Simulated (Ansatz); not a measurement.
**A convergence test on Sn2S3 (Ottemannite): k mesh of the hybrid**

Aim: see how gap, energy and time of Sn2S3 (Ottemannite) follow the k mesh of the hybrid.

Method: DFT, HSE06, plane waves, PAW, in Ansatz 0.2.0.

### Step 1. Set-up

The structure is orthorhombic, space group Pnma (No. 62). The conventional cell has a = 8.878 Å, b = 3.751 Å, c = 14.020 Å, α = 90.00°, β = 90.00°, γ = 90.00°. Sn has 6 S at 2.50 to 2.60 Å nearest. Nearest to Sn lie 4 S at 2.65 to 3.14 Å. S has 4 Sn at 2.57 to 3.14 Å nearest. Nearest to S lie 3 Sn at 2.56 to 2.77 Å. S has 3 Sn at 2.50 to 2.65 Å nearest. Farther neighbours and most contacts between anions are not listed.

The cell and positions come from the Crystallography Open Database and are kept as given unless a step says otherwise. The default PAW set here is soft_2. Its files were made with PBE.

### Step 2. k mesh of the hybrid: 2×2×1

input.yaml

```yaml
crystal:
  lattice:
    - [8.878, 0.0, 0.0]
    - [0.0, 3.751, 0.0]
    - [0.0, 0.0, 14.02]
  atoms:
    - { symbol: Sn, position: [0.16494, 0.25, 0.05195] }
    - { symbol: Sn, position: [0.33506, 0.75, 0.55195] }
    - { symbol: Sn, position: [0.66494, 0.25, 0.44805] }
    - { symbol: Sn, position: [0.83506, 0.75, 0.94805] }
    - { symbol: Sn, position: [0.48509, 0.75, 0.16936] }
    - { symbol: Sn, position: [0.01491, 0.25, 0.66936] }
    - { symbol: Sn, position: [0.98509, 0.75, 0.33064] }
    - { symbol: Sn, position: [0.51491, 0.25, 0.83064] }
    - { symbol: S, position: [0.98047, 0.75, 0.1064] }
    - { symbol: S, position: [0.51953, 0.25, 0.6064] }
    - { symbol: S, position: [0.48047, 0.75, 0.3936] }
    - { symbol: S, position: [0.01953, 0.25, 0.8936] }
    - { symbol: S, position: [0.33879, 0.75, 0.99524] }
    - { symbol: S, position: [0.16121, 0.25, 0.49524] }
    - { symbol: S, position: [0.83879, 0.75, 0.50476] }
    - { symbol: S, position: [0.66121, 0.25, 0.00476] }
    - { symbol: S, position: [0.28631, 0.25, 0.21246] }
    - { symbol: S, position: [0.21369, 0.75, 0.71246] }
    - { symbol: S, position: [0.78631, 0.25, 0.28754] }
    - { symbol: S, position: [0.71369, 0.75, 0.78754] }
kpoints:
  mp_grid: { grid: [2, 2, 1] }
  band_path:
    path:
      - [0.0, 0.0, 0.0]
      - [0.5, 0.0, 0.0]
      - [0.5, 0.5, 0.0]
      - [0.0, 0.5, 0.0]
      - [0.0, 0.0, 0.5]
      - [0.5, 0.0, 0.5]
      - [0.5, 0.5, 0.5]
      - [0.0, 0.5, 0.5]
      - [0.1, 0.0, 0.0]
      - [0.0, 0.0, 0.45]
    npoints: 1
hamiltonian:
  xc: hse06
scf:
  occupations: { method: fixed }
  n_extra_bands: 10
output:
  eigenvalues: true
```

Launch:

```
$ ansatz run input.yaml --threads 24 --pin off --max-ram 82944MiB --backend cuda --events-out ev --progress --plain --runs-dir out --devices 1 --max-vram 78GiB
```

Numbers of over 12 decimals in the logs are rounded to 6 here.

Output:

```text
scf.n_extra_bands = 10 over 92 filled bands (N_el = 184.0): the run solves 102 bands
exact exchange: scf.exx.singularity resolves to wigner_seitz, which cuts the screened interaction at the faces of the exchange supercell's Wigner-Seitz cell, so that each pair interacts once, at the shortest of its separations (the periodic images that this leaves out come, for a point-like exchange hole, to about 0.026 eV on a filled level). The cut falls within the interaction's reach, and what an exchange supercel [...]
GPUs: using 1 of 1 available (devices: 1).
Engine: ansatz 0.2.0, aarch64-unknown-linux-gnu
Pseudopotentials: kind: paw
Pseudopotential: Sn, paw, valence charge 14, recommended cutoff 420 eV (normal), Sn.paw.azcp
Pseudopotential: S, paw, valence charge 6, recommended cutoff 420 eV (normal), S.paw.azcp
Functional definition: HSE06
  parameter a = 0.25
  parameter omega = 0.11/bohr
  exchange = pbe_x - a*pbe_x_sr(omega) + a*exact_x_sr(omega)
  correlation = pbe_c
davidson cushion auto → on  (no smearing: the cushion is to keep the highest requested band from converging to the state above it; pin scf.eigensolver.cushion to override)
[...]
Crystal: 20 atoms, lattice volume = 466.885 Å³
Basis set: ecut = 420 eV, 9143 PW (Γ)
Bands: 102, of which v1, the nominal top of the filled ones, is band 92 counted from 1 (91 counted from 0)
Symmetry: 8 space group operations
Space group: Pnma (ITA 62), of the structure as read, at distance tolerance 7.8e-5 Å
k-points: 4
Non-local potential: Sn, projectors of the file, l = 0: 2, l = 1: 2, l = 2: 2, l = 3: 2
Non-local potential: S, projectors of the file, l = 0: 2, l = 1: 2, l = 2: 2
PAW form: soft (Blöchl's): semilocal exchange-correlation on the pseudo side does not see the compensation charge
PAW frozen core: Sn, regenerated for the run's functional, and the local potential with it (the file was generated under x = pbe(κ = 0.804, μ = 0.219515), c = pbe(β = 0.066725))
PAW frozen core: S, regenerated for the run's functional, and the local potential with it (the file was generated under x = pbe(κ = 0.804, μ = 0.219515), c = pbe(β = 0.066725))
PAW one-centre angular grid: Sn, 590 points (default); XC on 64 Gauss nodes
PAW one-centre angular grid: S, 110 points (default); XC on 64 Gauss nodes
Initial density: superposition of atomic densities (neutral atoms: chi_scale 0, normalization atom), corrected by the library's trained network
Initial wavefunctions: pseudopotential atomic-orbital guess
[...]
Functional: x = pbe(κ = 0.804, μ = 0.219515), c = pbe(β = 0.066725), warm-up for x = pbe(κ = 0.804, μ = 0.219515) + 0.25 (exact − pbe) at short range (hse, ω = 0.207870 Å⁻¹), c = pbe(β = 0.066725); HSE06 as pw.x's `hse` composes it (authors' and Libxc's form: `xc: wpbeh`)
SCF iter   1: F=—  HF=-59024.482536 eV  |F-HF|=—  |Δ(HF+E_count)|=         —  Δρ=4.90e-3  dr2=8.67e-2  ethr=1.77e-3  ⟨swp⟩=9.5  Hψ=1892  notcnv=0
preconditioner: auto → none  [insulator: Δε(μ)=0.896 eV  Ē_g=14.597 eV  n_scr=110 (ndim 8)  ℏωp=23.3 eV  f_vac=0.007]
SCF iter   2: F=—  HF=-59024.496444 eV  |F-HF|=—  |Δ(HF+E_count)|=   1.39e-2  Δρ=2.46e-3  dr2=4.96e-2  ethr=4.71e-5  ⟨swp⟩=5.5  Hψ=1384  notcnv=0
[...]
hybrid outer 1: dexx = +7.684e-2 eV, tail = 5.55e-4 eV
[...]
SCF 3 converged in 6 iterations: F = -59063.815361 eV  dr2 = 2.95e-8
hybrid outer 2: dexx = +1.472e-5 eV, tail = 4.35e-7 eV, Δε = 2.75e-3 eV (about 1.16e-4 eV left of the loop's levels)
[...]
E sigma→0 (E₀):  -59063.815357 eV
Fermi energy:    7.298941 eV
--- Per-component energies (eV) ---
  E_band       = -1187.867517
  E_kinetic    = 2769.748553
  E_local      = -10419.659686  (includes V_loc(G=0)·N_el)
  E_nonlocal   = 82.382632
  E_hartree    = 5713.442148
  E_xc         = -3336.092476
  E_vxc        = -1454.151031  (∫ρ·V_xc dr)
  E_exx        = -426.791584  (= α·E_x^exact, valence–valence)
  E_paw        = -40812.102159  (= ΣΔE_a)
  E_vpaw       = -2739.484743  (= ΣTr[D̂ρ^β])
  E_aug_tail   = 0.000015  (compensation charges beyond the density's cutoff)
  E_ewald      = -12635.693603
  E_core_change = 0.950802  (= ΣΔE_core)
  E_smearing   = -0.000000  (= −TS)
  E_closure    = -0.000000  (closes the sum)
  Σ components = -59063.815357   (vs F -59063.815357, Δ=0.00e0)
--- Band table (eV) ---
  k-point 0: bands = ["-16.7745", "-16.7744", "-16.7363", "-16.7362", "-16.7164", "-16.7164", "-16.7062", "-16.7061", "-16.6631", "-16.6631", "-16.6552", "-16.6552", "-16.6397", "-16.6397", "-16.6188", "-16.6187", "-16.5984", "-16.5983", "-16.5827", "-16.5827", "-15.9075", "-15.9072", "-15.9066", "-15.9062", "-15.8617", "-15.8616", "-15.8612", "-15.8611", "-15.8355", "-15.8341", "-15.8339", "-15.8324", "-15.8250", "- [...]
  k-point 1: bands = ["-16.7840", "-16.7840", "-16.7838", "-16.7838", "-16.7214", "-16.7214", "-16.7213", "-16.7213", "-16.6337", "-16.6337", "-16.6336", "-16.6336", "-16.6068", "-16.6068", "-16.6067", "-16.6067", "-16.6013", "-16.6013", "-16.6012", "-16.6012", "-15.8913", "-15.8913", "-15.8909", "-15.8909", "-15.8657", "-15.8657", "-15.8656", "-15.8656", "-15.8524", "-15.8524", "-15.8506", "-15.8506", "-15.8289", "- [...]
  k-point 2: bands = ["-16.7746", "-16.7746", "-16.7361", "-16.7361", "-16.7164", "-16.7164", "-16.7062", "-16.7062", "-16.6631", "-16.6631", "-16.6552", "-16.6552", "-16.6397", "-16.6397", "-16.6188", "-16.6188", "-16.5983", "-16.5983", "-16.5827", "-16.5827", "-15.9074", "-15.9074", "-15.9064", "-15.9064", "-15.8617", "-15.8617", "-15.8612", "-15.8612", "-15.8348", "-15.8348", "-15.8332", "-15.8332", "-15.8247", "- [...]
  k-point 3: bands = ["-16.7838", "-16.7838", "-16.7838", "-16.7838", "-16.7215", "-16.7215", "-16.7215", "-16.7215", "-16.6336", "-16.6336", "-16.6336", "-16.6336", "-16.6068", "-16.6068", "-16.6068", "-16.6068", "-16.6012", "-16.6012", "-16.6012", "-16.6012", "-15.8911", "-15.8911", "-15.8911", "-15.8911", "-15.8657", "-15.8657", "-15.8657", "-15.8657", "-15.8515", "-15.8515", "-15.8515", "-15.8515", "-15.8284", "- [...]
```

The job ended after 11 s (1 × NVIDIA GB200 (shared by 2 runs) with 24 threads of Arm Neoverse V2, shared host; peak memory 1.7 GiB; 84 s of CPU time).

Numbers from this step:

```
gap                     : 1.242 eV
valence top at          : k = (0.100, 0.000, 0.000)
conduction bottom at    : T
least direct gap        : 1.335 eV
exact-exchange fraction : 0.25
```

The gap is indirect, with the least direct gap 0.09 eV higher.

### Step 3. k mesh of the hybrid: 2×4×2

Changes to input.yaml since step 2:

```diff
@@ -27,3 +27,3 @@
 kpoints:
-  mp_grid: { grid: [2, 2, 1] }
+  mp_grid: { grid: [2, 4, 2] }
   band_path:
```

Output:

```text
[...]
GPUs: using 1 of 1 available (devices: 1).
[...]
Crystal: 20 atoms, lattice volume = 466.885 Å³
Basis set: ecut = 420 eV, 9143 PW (Γ)
Bands: 102, of which v1, the nominal top of the filled ones, is band 92 counted from 1 (91 counted from 0)
[... 1 set-up line as in the run before ...]
[...]
k-points: 12 of 16
[...]
Frozen-core exchange: fock
SCF iter   1: F=—  HF=-59065.521454 eV  |F-HF|=—  |Δ(HF+E_count)|=         —  Δρ=5.65e-3  dr2=1.06e-1  ethr=1.54e-7  ⟨swp⟩=9.5  Hψ=8032  notcnv=0
[...]
hybrid outer 1: dexx = +7.642e-2 eV, tail = 5.55e-4 eV
[...]
SCF 3 converged in 5 iterations: F = -59065.549328 eV  dr2 = 5.26e-8
[...]
--- Band table (eV; the first three rows and the last of 12) ---
[...]
```

It took 25 s on 1 × NVIDIA GB200 (shared by 2 runs) with 24 threads; peak memory 2.9 GiB.

This step gave:

| Quantity | Value |
| --- | --- |
| gap | 1.225 eV |
| valence top at | k = (0.100, 0.000, 0.000) |
| conduction bottom at | T |
| least direct gap | 1.292 eV |

The gap is 1.225 eV, −0.017 eV from the run before at this level.

### Step 4. k mesh of the hybrid: 2×6×2

Changes to input.yaml since step 3:

```diff
@@ -27,3 +27,3 @@
 kpoints:
-  mp_grid: { grid: [2, 4, 2] }
+  mp_grid: { grid: [2, 6, 2] }
   band_path:
```

Output:

```text
[...]
GPUs: using 1 of 1 available (devices: 1).
[...]
Crystal: 20 atoms, lattice volume = 466.885 Å³
Basis set: ecut = 420 eV, 9143 PW (Γ)
Bands: 102, of which v1, the nominal top of the filled ones, is band 92 counted from 1 (91 counted from 0)
[... 1 set-up line as in the run before ...]
[...]
k-points: 16 of 24
[...]
SCF 1 stopped early in 7 iterations: F = -59026.303411 eV  dr2 = 3.17e-6
[...]
Frozen-core exchange: fock
SCF iter   1: F=—  HF=-59065.584968 eV  |F-HF|=—  |Δ(HF+E_count)|=         —  Δρ=5.63e-3  dr2=1.05e-1  ethr=1.72e-8  ⟨swp⟩=10.6  Hψ=13103  notcnv=0
[...]
hybrid outer 1: dexx = +7.592e-2 eV, tail = 5.45e-4 eV
[...]
SCF 3 converged in 5 iterations: F = -59065.612556 eV  dr2 = 7.17e-8
[...]
--- Band table (eV; the first three rows and the last of 16) ---
[...]
```

The job ended after 30 s (1 × NVIDIA GB200 (shared by 2 runs) with 24 threads; peak memory 3.7 GiB).

This step gave:

* gap: 1.225 eV
* valence top at: k = (0.100, 0.000, 0.000)
* conduction bottom at: T
* least direct gap: 1.289 eV

The gap is 1.225 eV, −0.001 eV from the run before at this level.

### Step 5. The series

Differences are against the last row; a negative gap means that bands overlap, and a run with a band path holds that path's time. Times are wall times on 1 × NVIDIA GB200 (shared by 2 runs) with 24 threads of Arm Neoverse V2, shared host, good to a factor of about two.

```tsv
k mesh of the hybrid	gap (eV)	direct gap (eV)	gap error (eV)	energy error (meV/atom)	irreducible k	time
2×2×1	1.242	1.335	+0.017	+89.9	4	11 s
2×4×2	1.225	1.292	+0.001	+3.2	12	25 s
2×6×2	1.225	1.289	+0.000	+0.0	16	30 s
```

### Step 6. What came out

```yaml
2x2x1: 1.242 eV
2x4x2: 1.225 eV
2x6x2: 1.225 eV
```

**Reading.** The gap holds to 0.02 eV from 2×2×1 on, the cheapest setting tried. At 2×2×1 the gap is off by +0.017 eV and the energy by +90 meV/atom. The gap is read over the mesh and added points near the edges, so meshes differ mainly through the density and, for a hybrid, the exchange operator.

[Paths, hosts, dates, memory and timing lines, banners, echoed tables and standing remarks are left out of the program output.]

[Logs are printed without paths, hosts, clocks, repeated set-up lines and the standing remarks that a program may print on its own settings, such as how far it seeks lower states.]

[Runs of the session that timed out or met a known fault of the program may be left out.]

[Cells called generated may have been cut or substituted from an entry of the Crystallography Open Database or the Materials Project.]

[Hosts, paths, dates, database ids (printed as entryN), source tags and the programs' standing remarks are cut or masked in the printed files.]
